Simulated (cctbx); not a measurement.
**What is wrong with this refinement?**

Cell a = 3.8370 Å, b = 3.8370 Å, c = 12.4840 Å, α = 90.00°, β = 90.00°, γ = 90.00°; space group I4/mmm (no. 139). The compound is KOs2N2.

The data are simulated with cctbx, not measured: Cu Kα, λ = 1.54184 Å, to d = 0.83 Å, 80 % of the full sphere, strongest reflection 70000 counts, noise from counting, a 2 % proportional error and a noise floor of 2 counts (s.d.); no absorption.

An anisotropic refinement with weights 1/σ² prints:

```text
Rint 0.017, 71 unique reflections to 0.84 A
cycle     R1     wR2    GooF  max shift (A)
   1  0.0219  0.0736   7.074   0.00345
   2  0.0078  0.0257   2.471   0.00000
final R1 0.0078 wR2 0.0257 GooF 2.471  parameters 7  data/parameter 10.1
atom        x        y        z      Ueq    occ   su(xyz)  su(Uiso or U11)
Os1    0.50000  0.00000  0.25000   0.0075  1.000  0.00000  0.0002
K1     0.00000  0.00000  0.00000   0.0042  1.000  0.00000  0.0005
N1     0.50000  0.50000  0.14617   0.0107  1.000  0.00042  0.0016
difference map: max 0.88 min -0.74 rms 0.14
Q1    0.0000  0.0000  0.0000    2    0.88  0.00 A from K1
Q2    0.0000  0.0000  0.3877    4    0.38  0.42 A from N1
Q3    0.0000  0.0000  0.3048    4    0.36  0.61 A from N1
Q4    0.0000  0.0000  0.1908    4    0.31  2.03 A from N1
Q5    0.1267  0.1267  0.3573   16    0.27  0.69 A from N1
Q6    0.1352  0.3614  0.1836   32    0.24  1.11 A from Os1
```

Q: Accept it or mend it, and why?

Mend it. The fault: dispersion terms of the wrong wavelength (0.71073 Å). Against the right model at the same level, R1 goes from 0.0036 to 0.0078 and GooF from 0.70 to 2.47, U of K1 shrinks from 0.0085 to 0.0042 Å², U of Os1 swells from 0.0053 to 0.0075 Å², the top difference peak, 0.9 e/Å³, lies on K1 and a hole of -0.7 e/Å³ opens. f′ and f″ must be those of the data's wavelength; the error mimics a mistyped heavy atom. The signs are weak, and the output alone doesn't single this fault out.

The compound is KOs2N2. The right model at the same level gives:

```text
Rint 0.017, 71 unique reflections to 0.84 A
cycle     R1     wR2    GooF  max shift (A)
   1  0.0064  0.0139   1.337   0.00035
   2  0.0036  0.0073   0.705   0.00000
final R1 0.0036 wR2 0.0073 GooF 0.705  parameters 7  data/parameter 10.1
atom        x        y        z      Ueq    occ   su(xyz)  su(Uiso or U11)
Os1    0.50000  0.00000  0.25000   0.0053  1.000  0.00000  0.0001
K1     0.00000  0.00000  0.00000   0.0085  1.000  0.00000  0.0001
N1     0.50000  0.50000  0.14586   0.0138  1.000  0.00012  0.0005
difference map: max 0.21 min -0.14 rms 0.06
Q1    0.0000  0.0000  0.1904    4    0.22  2.04 A from N1
Q2    0.0000  0.0000  0.3103    4    0.18  0.55 A from N1
Q3    0.0000  0.5000  0.1454    8    0.14  1.31 A from Os1
Q4    0.1250  0.1250  0.2398   16    0.11  1.52 A from Os1
Q5    0.1513  0.1513  0.3506   16    0.11  0.82 A from N1
Q6    0.0000  0.0000  0.4040    4    0.11  0.62 A from N1
```

The model was made for the exercise: a known structure type with other elements put in, its volume estimated, not relaxed; displacement parameters are assumed.

[Middle refinement cycles are left out of these outputs.]

[Logs are printed without paths, hosts, clocks, repeated set-up lines and the standing remarks that a program may print on its own settings, such as how far it seeks lower states.]
